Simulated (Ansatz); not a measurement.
The compound is CrO2 (P4_2/mnm).

```cif
data_structure
_symmetry_space_group_name_H-M 'P 1'
_symmetry_Int_Tables_number 1
_cell_length_a 4.4210
_cell_length_b 4.4210
_cell_length_c 2.9170
_cell_angle_alpha 90.000
_cell_angle_beta 90.000
_cell_angle_gamma 90.000
_cell_volume 57.01
loop_
_atom_site_label
_atom_site_type_symbol
_atom_site_fract_x
_atom_site_fract_y
_atom_site_fract_z
_atom_site_occupancy
Cr1 Cr 0.00000 0.00000 0.00000 1
Cr2 Cr 0.50000 0.50000 0.50000 1
O3 O 0.30100 0.30100 0.00000 1
O4 O 0.19900 0.80100 0.50000 1
O5 O 0.69900 0.69900 0.00000 1
O6 O 0.80100 0.19900 0.50000 1
```

The cell and positions come from the Crystallography Open Database and are kept as given unless a step says otherwise. The program's search for lower electronic states was switched off, so nothing shows that the state found is the lowest. PAW set soft_2, made with PBE.

A constrained-RPA run (Ansatz 0.2.0; non-magnetic PBE; Cr d, bands v2 to c8, 4×4×6 mesh, medium accuracy) builds 10 functions on bands 5.7 eV wide, with 4.0 electrons in the window. The bare on-site interaction is 17.5 eV and the bare J 0.57 eV.

**Question.** What U and J survive the screening?

On the Cr d shell, U = 3.17 eV (18 % of the bare value), U′ = 2.28 eV, J = 0.42 eV.

The parent state is non-magnetic and the interaction static (zero frequency); U depends on the window and the orbitals, so it belongs to this model alone.

[Paths, hosts, dates, memory and timing lines, banners, echoed tables and standing remarks are left out of the program output.]

[Logs are printed without paths, hosts, clocks, repeated set-up lines and the standing remarks that a program may print on its own settings, such as how far it seeks lower states.]

[Runs of the session that timed out or met a known fault of the program may be left out.]

[Hosts, paths, dates, database ids (printed as entryN), source tags and the programs' standing remarks are cut or masked in the printed files.]
